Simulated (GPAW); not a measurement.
# BN in line between two Cu chains: relaxation, then transmission at several levels, part 2 of 3

How well does BN in line between two Cu chains conduct once its atoms have relaxed, and how much do cheaper levels lose?

GPAW 26.7.0; GPAW LCAO, PAW setups; relaxation of the junction within the symmetry of its start, lead ends held (the session's first sound run).

So far, transmission at the Fermi level (one spin): step 3 (double-zeta polarised basis) 0.190.

**4. GPAW, szp: basis = "szp(dzp)"**

Level of this step: GPAW LCAO, PAW setups; Landauer transmission from Green's functions with principal layers (ASE), zero bias (GPAW).

The second zeta is dropped, the polarisation orbitals stay.

The input, run.py:

```python
import json
import numpy as np
from ase import Atoms
from ase.transport.calculators import TransportCalculator
from gpaw import GPAW, FermiDirac
from gpaw.lcao.tools import get_lcao_hamiltonian
from scipy.linalg import eigh

# The junction with lead layers at both ends, along the third cell vector
device = Atoms(
    ['Cu', 'Cu', 'Cu', 'Cu', 'Cu', 'Cu', 'B', 'N', 'Cu', 'Cu', 'Cu', 'Cu', 'Cu', 'Cu'],
    positions=[
        [4.50000, 4.50000, 1.15000],
        [4.50000, 4.50000, 3.45000],
        [4.50000, 4.50000, 5.75000],
        [4.50000, 4.50000, 8.05000],
        [4.50000, 4.50000, 10.35000],
        [4.50000, 4.50000, 12.65775],
        [4.50000, 4.50000, 14.52978],
        [4.50000, 4.50000, 15.82403],
        [4.50000, 4.50000, 17.59832],
        [4.50000, 4.50000, 19.84980],
        [4.50000, 4.50000, 22.14980],
        [4.50000, 4.50000, 24.44980],
        [4.50000, 4.50000, 26.74980],
        [4.50000, 4.50000, 29.04980]],
    cell=[[9.0, 0.0, 0.0], [0.0, 9.0, 0.0], [0.0, 0.0, 30.1998]],
    pbc=True)

# One principal layer of the lead: the first 3 atoms of the device
lead = Atoms(
    ['Cu', 'Cu', 'Cu'],
    positions=[
        [4.50000, 4.50000, 1.15000],
        [4.50000, 4.50000, 3.45000],
        [4.50000, 4.50000, 5.75000]],
    cell=[[9.0, 0.0, 0.0], [0.0, 9.0, 0.0], [0.0, 0.0, 6.9]],
    pbc=True)

settings = dict(mode='lcao', basis='szp(dzp)', xc='PBE', h=0.18,
                occupations=FermiDirac(0.1), maxiter=250,
                mixer=dict(beta=0.1, nmaxold=8, weight=100.0),
                convergence=dict(density=0.0001))
energies = np.arange(-2, 2 + 1e-9, 0.025)
eta = 0.0001
n1, n2 = 1, 1
# k and -k transmit alike, so half of the mesh across the current serves
mesh = [(i, j) for i in range(n1) for j in range(n2) if (i, j) <= (-i % n1, -j % n2)]
weights = np.array([1 if (i, j) == (-i % n1, -j % n2) else 2 for i, j in mesh]) / (n1 * n2)


def ground_state(atoms, size, txt):
    atoms.calc = GPAW(kpts={'size': size, 'gamma': True}, symmetry={'tolerance': 1e-3}, txt=txt, **settings)
    atoms.get_potential_energy()
    return atoms.calc.get_fermi_level()


def blocks(atoms, fermi, points, nz, cells):
    """H - E_F S and S between cell 0 and the cells above it, at each point across the current."""
    kz = np.arange(nz) / nz
    calc = atoms.calc.fixed_density(kpts=[(*k, z) for k in points for z in kz], symmetry='off', txt=None)
    H, S = get_lcao_hamiltonian(calc)
    H = (H - fermi * S).reshape(len(H), len(points), nz, *S.shape[1:])
    S = S.reshape(H.shape[1:])
    phases = [np.exp(-2j * np.pi * kz * R) / nz for R in cells]
    return [(np.einsum('skzij,z->ksij', H, p), np.einsum('kzij,z->kij', S, p)) for p in phases]


def pair(a, b):
    return np.block([[a, b], [b.T.conj(), a]])


def count_channels(h, s, cells, nk=240):
    """Half the number of times that the lead's bands cross each energy, unfolded to its shortest repeat."""
    b = len(h) // cells
    bands = []
    for k in (np.arange(nk + 1) + 0.5) / nk:
        hk, sk = h[:b, :b].copy(), s[:b, :b].copy()
        for R in range(1, cells):
            phase, block = np.exp(2j * np.pi * k * R), slice(R * b, (R + 1) * b)
            hk += h[:b, block] * phase + (h[:b, block] * phase).T.conj()
            sk += s[:b, block] * phase + (s[:b, block] * phase).T.conj()
        w, u = eigh(sk)
        x = u[:, w > 1e-5] / w[w > 1e-5]**0.5  # drop near-dependent combinations
        bands.append(np.r_[eigh(x.T.conj() @ hk @ x, eigvals_only=True), [1e9] * (w <= 1e-5).sum()])
    below = np.array(bands)[:, :, None] < energies
    return (below[1:] != below[:-1]).sum((0, 1)) / 2


fermi_lead = ground_state(lead, (1, 1, 16), 'lead.txt')
fermi_device = ground_state(device, (1, 1, 3), 'device.txt')
T, channels, eigen, tail, misfit, shifts = [], [], [], 0.0, 0.0, []
for first in range(0, len(mesh), 566):
    points = [(i / n1, j / n2) for i, j in mesh[first:first + 566]]
    (H0k, S0k), (H1k, S1k), (H2k, _) = blocks(lead, fermi_lead, points, 5, range(3))
    [(Hk, Sk)] = blocks(device, fermi_device, points, 2, [0])
    tail = max(tail, abs(H2k).max())
    for H0, S0, H1, S1, H, S in zip(H0k, S0k, H1k, S1k, Hk, Sk):
        n = len(S0)
        # Shift the lead onto the potential of the device's first layer
        shift = ((H[:, 0, 0] - H0[:, 0, 0]) / S0[0, 0]).real.mean()
        shifts.append(shift)
        misfit = max(misfit, abs(H[:, :n, :n] - H0 - shift * S0).max())
        Tk, Ck, Ek = [], [], []
        for s in range(len(H)):
            t = s % len(H0)  # a lead without moments serves both spins
            h1, s1 = pair(H0[t] + shift * S0, H1[t] + shift * S1), pair(S0, S1)
            leads = dict(h1=h1, s1=s1, energies=energies, eta=eta, eta1=eta, eta2=eta)
            calc = TransportCalculator(h=H[s], s=S, eigenchannels=3, **leads)
            Tk.append(calc.get_transmission())
            Ek.append(np.sort(calc.eigenchannels_ne, axis=0)[::-1])
            Ck.append(count_channels(h1, s1, 6))
        T.append(Tk)
        channels.append(Ck)
        eigen.append(Ek)
T, channels = np.array(T), np.array(channels)
mean, open_channels = np.einsum('kse,k->se', T, weights), np.einsum('kse,k->se', channels, weights)

print(f'basis functions: device {len(S)}, principal layer {n}')
print(f'Fermi level: lead {fermi_lead:.4f} eV, device {fermi_device:.4f} eV; lead shifted by {np.mean(shifts):.4f} eV')
print(f'largest coupling past the next layer {tail:.2e} eV, largest misfit of the first layer {misfit:.3f} eV')
print('  E-E_F (eV)   ' + 'T (one spin)  channels')
for e, t, c in zip(energies, mean.T, open_channels.T):
    print(f'{e:10.3f}  ', *[f'{x:11.4e}' for x in t], *[f'{x:9.4f}' for x in c])

kT = 8.617333e-5 * 300
fine = np.linspace(energies[0], energies[-1], 4001)
both = np.exp(np.interp(fine, energies, np.log(np.maximum(mean.sum(0) * 2 / len(mean), 1e-30))))
fermi = lambda mu: 1 / (1 + np.exp(np.clip((fine - mu) / kT, -200, 200)))
slope = fermi(0) * (1 - fermi(0)) / kT
G = np.trapezoid(both * slope, fine) / 2
seebeck = -np.trapezoid(both * slope * fine, fine) / (2 * G * 300) * 1e6
print(f'conductance at 300 K: {G:.5g} G0 a cell; thermopower {seebeck:.4g} uV/K')
bias = [0.1, 0.2, 0.5, 1.0, 1.5, 2.0]
current = [38.74 * np.trapezoid(both * (fermi(V / 2) - fermi(-V / 2)), fine) for V in bias]
for V, I in zip(bias, current):
    print(f'current from the zero-bias T(E) at {V} V: {I:.5g} uA')
zero = abs(energies).argmin()
json.dump(dict(energies=energies.tolist(), T=mean.tolist(), channels=open_channels.tolist(), G=G, seebeck=seebeck,
               bias=bias, current=current, tail=tail, misfit=misfit, shift=np.mean(shifts), n_device=len(S), n_lead=n,
               fermi=[fermi_lead, fermi_device], energy=device.get_potential_energy(),
               moments=device.get_magnetic_moments().tolist(), mesh=mesh, weights=weights.tolist(),
               T_k=T[:, :, zero].tolist(), eigen=np.array(eigen[0]).tolist()), open('result.json', 'w'))
```

Command:

```bash
OMP_NUM_THREADS=1 OPENBLAS_NUM_THREADS=1 python run.py
```

What it wrote:

```text
basis functions: device 126, principal layer 27
Fermi level: lead -3.7196 eV, device -4.0475 eV; lead shifted by -0.0005 eV
largest coupling past the next layer 4.61e-05 eV, largest misfit of the first layer 0.040 eV
  E-E_F (eV)   T (one spin)  [channel counts left out]
    -2.000    1.2115e-01
    -1.975    1.2100e-01
    -1.950    1.2098e-01
    -1.925    1.2109e-01
    -1.900    1.2135e-01
    -1.875    1.2177e-01
    -1.850    1.2235e-01
    -1.825    1.2311e-01
    -1.800    1.2407e-01
    -1.775    1.2523e-01
    -1.750    1.2662e-01
    -1.725    2.7907e-01
    -1.700    4.3162e-01
    -1.675    5.0936e-01
    -1.650    5.6062e-01
    -1.625    6.0251e-01
[...]
1.825    4.9255e-02
     1.850    4.8989e-02
     1.875    4.8726e-02
     1.900    4.8466e-02
     1.925    4.8208e-02
     1.950    4.7951e-02
     1.975    4.7697e-02
     2.000    4.7444e-02
conductance at 300 K: 0.23246 G0 a cell; thermopower 52.36 uV/K
current from the zero-bias T(E) at 0.1 V: 1.9019 uA
current from the zero-bias T(E) at 0.2 V: 4.7103 uA
current from the zero-bias T(E) at 0.5 V: 24.79 uA
current from the zero-bias T(E) at 1.0 V: 58.086 uA
current from the zero-bias T(E) at 1.5 V: 86.696 uA
current from the zero-bias T(E) at 2.0 V: 116.94 uA
```

The job ended after 95 s (1 thread of Arm Neoverse V1, shared host; peak memory 1.4 GiB).

This step gave:

| Item | Value |
| --- | --- |
| conductance | 0.2325 G₀ |
| largest coupling past the next principal layer | 4.61e-5 eV |
| largest misfit of the first principal layer | 0.04045 eV |
| shift that aligns the lead | -5.06e-4 eV |
| basis functions of the junction | 126 |
| basis functions of a principal layer | 27 |
| transmission at the Fermi level (one spin) | 0.2125 |

One spin. The transmission, zone mean by energy, zero at the Fermi level:

```
energy (eV)  transmission, zone mean
     -2.000                    0.121
     -1.900                    0.121
     -1.800                    0.124
     -1.700                    0.432
     -1.600                    0.642
     -1.500                    0.782
     -1.400                    0.863
     -1.300                    0.883
     -1.200                     1.02
     -1.100                     1.13
     -1.000                     1.31
     -0.900                     1.51
     -0.825                     1.59
     -0.800                     1.59
     -0.700                     1.46
     -0.600                     1.33
     -0.500                     1.36
     -0.400                     1.55
     -0.300                     1.79
     -0.200                     1.92
     -0.100                    0.283
      0.000                    0.213
      0.100                    0.168
      0.200                    0.139
      0.300                    0.118
      0.400                    0.103
      0.500                   0.0922
      0.600                   0.0836
      0.700                   0.0769
      0.800                   0.0715
      0.900                   0.0672
      1.000                   0.0636
      1.100                   0.0608
      1.200                   0.0584
      1.300                   0.0564
      1.400                   0.0546
      1.500                   0.0532
      1.600                   0.0518
      1.700                   0.0506
      1.800                   0.0495
      1.900                   0.0485
      2.000                   0.0474
```

Not self-consistent under bias; the bias window is split evenly. Table of current through one cell, from the zero-bias transmission by bias:

```
bias (V)  current through one cell, from the zero-bias transmission (μA)
   0.100                                                            1.90
   0.200                                                            4.71
   0.500                                                            24.8
   1.000                                                            58.1
   1.500                                                            86.7
   2.000                                                             117
```

The transmission of the three most open eigenchannels by energy, zero at the Fermi level:

```
energy (eV)  channel 1  channel 2  channel 3
     -2.000      0.121          0          0
     -1.900      0.121          0          0
     -1.800      0.124     1.7e-9     1.7e-9
     -1.700      0.151      0.151      0.130
     -1.600      0.250      0.250      0.141
     -1.500      0.311      0.311      0.160
     -1.400      0.335      0.335      0.192
     -1.300      0.311      0.311      0.261
     -1.200      0.467      0.279      0.279
     -1.100      0.566      0.282      0.282
     -1.000      0.641      0.336      0.336
     -0.900      0.675      0.419      0.419
     -0.800      0.637      0.477      0.477
     -0.700      0.507      0.475      0.475
     -0.600      0.448      0.448      0.433
     -0.500      0.457      0.457      0.445
     -0.400      0.539      0.539      0.467
     -0.300      0.671      0.671      0.444
     -0.200      0.758      0.758      0.405
     -0.100      0.283     6.1e-7     6.1e-7
      0.000      0.213    2.5e-12    2.5e-12
      0.100      0.168          0          0
      0.200      0.139          0          0
      0.300      0.118          0          0
      0.400      0.103          0          0
      0.500     0.0922          0          0
      0.600     0.0836          0          0
      0.700     0.0769          0          0
      0.800     0.0715          0          0
      0.900     0.0672          0          0
      1.000     0.0636          0          0
      1.100     0.0608          0          0
      1.200     0.0584          0          0
      1.300     0.0564          0          0
      1.400     0.0546          0          0
      1.500     0.0532          0          0
      1.600     0.0518          0          0
      1.700     0.0506          0          0
      1.800     0.0495          0          0
      1.900     0.0485          0          0
      2.000     0.0474          0          0
```

The conductance, 0.232 G₀, lies 19 % above that of the dzp run.

**5. GPAW, sz: basis = "sz(dzp)"**

One function for each valence shell of the setup, as for a first survey of a large system.

run.py: that of step 4 with these lines changed.

```diff
@@ -39,3 +39,3 @@
 
-settings = dict(mode='lcao', basis='szp(dzp)', xc='PBE', h=0.18,
+settings = dict(mode='lcao', basis='sz(dzp)', xc='PBE', h=0.18,
                 occupations=FermiDirac(0.1), maxiter=250,
```

What it wrote:

```text
basis functions: device 80, principal layer 18
Fermi level: lead -3.5176 eV, device -3.8368 eV; lead shifted by -0.0378 eV
largest coupling past the next layer 4.64e-05 eV, largest misfit of the first layer 0.058 eV
  E-E_F (eV)   T (one spin)  [channel counts left out]
    -2.000    1.2174e-01
    -1.975    1.2089e-01
    -1.950    1.2013e-01
[...]
1.975    5.0067e-02
     2.000    5.0014e-02
conductance at 300 K: 0.17399 G0 a cell; thermopower 38.28 uV/K
current from the zero-bias T(E) at 0.1 V: 1.3922 uA
current from the zero-bias T(E) at 0.2 V: 3.222 uA
current from the zero-bias T(E) at 0.5 V: 21.587 uA
current from the zero-bias T(E) at 1.0 V: 61.619 uA
current from the zero-bias T(E) at 1.5 V: 95.114 uA
current from the zero-bias T(E) at 2.0 V: 124.88 uA
```

Wall time 69 s (1 thread); peak memory 1.3 GiB.

This step gave:

```
conductance                                    : 0.1740 G₀
largest coupling past the next principal layer : 4.64e-5 eV
largest misfit of the first principal layer    : 0.05759 eV
shift that aligns the lead                     : -0.03778 eV
basis functions of the junction                : 80
basis functions of a principal layer           : 18
transmission at the Fermi level (one spin)     : 0.1650
```

One spin. Transmission, zone mean against energy, zero at the Fermi level:

energy (eV), transmission, zone mean and a bar:
```
   -2.000       0.12 #
   -1.900       0.12 #
   -1.800       0.27 ###
   -1.700       0.57 #######
   -1.600       0.67 ########
   -1.500       0.60 #######
   -1.400       0.70 #########
   -1.300       1.06 ##############
   -1.200       1.05 #############
   -1.100       1.11 ##############
   -1.000       1.27 ################
   -0.900       1.49 ###################
   -0.800       1.56 ####################
   -0.700       1.57 #####################
   -0.600       1.65 ######################
   -0.500       1.80 ########################
   -0.400       1.96 ##########################
   -0.300       2.05 ###########################
   -0.250       2.27 ##############################
   -0.200       2.14 ############################
   -0.100       0.22 ##
    0.000       0.17 ##
    0.100       0.13 #
    0.200       0.11 #
    0.300       0.10 #
    0.400       0.09 #
    0.500       0.08 
    0.600       0.08 
    0.700       0.07 
    0.800       0.07 
    0.900       0.06 
    1.000       0.06 
    1.100       0.06 
    1.200       0.06 
    1.300       0.06 
    1.400       0.05 
    1.500       0.05 
    1.600       0.05 
    1.700       0.05 
    1.800       0.05 
    1.900       0.05 
    2.000       0.05
```

The conductance, 0.174 G₀, lies 11 % below that of the dzp run.

**6. LDA in the dzp basis: xc = "LDA"**

Back in the dzp basis, the functional changes from PBE to LDA, to set the spread between functionals beside that between bases.

run.py: that of step 5 with these lines changed.

```diff
@@ -39,3 +39,3 @@
 
-settings = dict(mode='lcao', basis='sz(dzp)', xc='PBE', h=0.18,
+settings = dict(mode='lcao', basis='dzp', xc='LDA', h=0.18,
                 occupations=FermiDirac(0.1), maxiter=250,
```

What it wrote:

```text
basis functions: device 206, principal layer 45
Fermi level: lead -4.0531 eV, device -4.2875 eV; lead shifted by 0.0028 eV
largest coupling past the next layer 3.60e-05 eV, largest misfit of the first layer 0.040 eV
  E-E_F (eV)   T (one spin)  [channel counts left out]
    -2.000    9.2394e-02
    -1.975    9.2165e-02
    -1.950    9.2035e-02
[...]
1.975    4.2998e-02
     2.000    4.2921e-02
conductance at 300 K: 0.18711 G0 a cell; thermopower 27.92 uV/K
current from the zero-bias T(E) at 0.1 V: 1.4732 uA
current from the zero-bias T(E) at 0.2 V: 3.1674 uA
current from the zero-bias T(E) at 0.5 V: 14.91 uA
current from the zero-bias T(E) at 1.0 V: 40.102 uA
current from the zero-bias T(E) at 1.5 V: 64.161 uA
current from the zero-bias T(E) at 2.0 V: 91.837 uA
```

Elapsed: 69 s, on 1 thread; peak memory 1.4 GiB.

This step gave:

```yaml
conductance: 0.1871 G₀
largest_coupling_past_the_next_principal_layer: 3.60e-5 eV
largest_misfit_of_the_first_principal_layer: 0.04016 eV
shift_that_aligns_the_lead: 0.002811 eV
basis_functions_of_the_junction: 206
basis_functions_of_a_principal_layer: 45
transmission_at_the_fermi_level_one_spin: 0.1819
```

One spin. The transmission, zone mean by energy, zero at the Fermi level:

```
energy (eV)  transmission, zone mean
     -2.000                   0.0924
     -1.900                   0.0921
     -1.800                   0.0938
     -1.700                    0.772
     -1.600                    0.973
     -1.500                     1.04
     -1.400                     1.04
     -1.300                     1.03
     -1.200                     1.09
     -1.100                     1.10
     -1.000                     1.24
     -0.900                     1.40
     -0.825                     1.46
     -0.800                     1.45
     -0.700                     1.28
     -0.600                     1.10
     -0.500                     1.07
     -0.400                     1.18
     -0.300                     1.33
     -0.275                     1.35
     -0.200                     1.23
     -0.100                    0.240
      0.000                    0.182
      0.100                    0.143
      0.200                    0.117
      0.300                   0.0989
      0.400                   0.0855
      0.500                   0.0755
      0.600                   0.0679
      0.700                   0.0621
      0.800                   0.0576
      0.900                   0.0541
      1.000                   0.0513
      1.100                   0.0493
      1.200                   0.0477
      1.300                   0.0464
      1.400                   0.0455
      1.500                   0.0448
      1.600                   0.0443
      1.700                   0.0439
      1.800                   0.0435
      1.900                   0.0432
      2.000                   0.0429
```

The conductance, 0.187 G₀, lies 4.3 % below that of the dzp run.

**7. Without the relaxation: geometry = "as built"**

The dzp basis with PBE on the structure as first built shows what the relaxation was worth.

run.py: that of step 6 with these lines changed.

```diff
@@ -17,6 +17,6 @@
         [4.50000, 4.50000, 10.35000],
-        [4.50000, 4.50000, 12.65775],
-        [4.50000, 4.50000, 14.52978],
-        [4.50000, 4.50000, 15.82403],
-        [4.50000, 4.50000, 17.59832],
+        [4.50000, 4.50000, 12.65000],
+        [4.50000, 4.50000, 14.56240],
+        [4.50000, 4.50000, 15.84240],
+        [4.50000, 4.50000, 17.54980],
         [4.50000, 4.50000, 19.84980],
@@ -39,3 +39,3 @@
 
-settings = dict(mode='lcao', basis='dzp', xc='LDA', h=0.18,
+settings = dict(mode='lcao', basis='dzp', xc='PBE', h=0.18,
                 occupations=FermiDirac(0.1), maxiter=250,
```

What it wrote:

```text
basis functions: device 206, principal layer 45
Fermi level: lead -3.6823 eV, device -3.9238 eV; lead shifted by 0.0009 eV
largest coupling past the next layer 4.59e-05 eV, largest misfit of the first layer 0.038 eV
  E-E_F (eV)   T (one spin)  [channel counts left out]
    -2.000    9.0440e-02
    -1.975    9.0094e-02
    -1.950    8.9830e-02
[...]
1.975    4.8239e-02
     2.000    4.8164e-02
conductance at 300 K: 0.20175 G0 a cell; thermopower 29.29 uV/K
current from the zero-bias T(E) at 0.1 V: 1.5914 uA
current from the zero-bias T(E) at 0.2 V: 3.4495 uA
current from the zero-bias T(E) at 0.5 V: 16.734 uA
current from the zero-bias T(E) at 1.0 V: 44.217 uA
current from the zero-bias T(E) at 1.5 V: 70.095 uA
current from the zero-bias T(E) at 2.0 V: 98.806 uA
```

Elapsed: 90 s, on 1 thread; peak memory 1.4 GiB.

Numbers from this step:

```yaml
conductance: 0.2017 G₀
largest_coupling_past_the_next_principal_layer: 4.59e-5 eV
largest_misfit_of_the_first_principal_layer: 0.03813 eV
shift_that_aligns_the_lead: 9.28e-4 eV
transmission_at_the_fermi_level_one_spin: 0.1955
```

The conductance, 0.202 G₀, lies 3.2 % above that of the dzp run.

(Part 2 of 3 ends here.)

[Logs are printed without paths, hosts, clocks, repeated set-up lines and the standing remarks that a program may print on its own settings, such as how far it seeks lower states.]

[Hosts, paths, dates, database ids (printed as entryN), source tags and the programs' standing remarks are cut or masked in the printed files.]
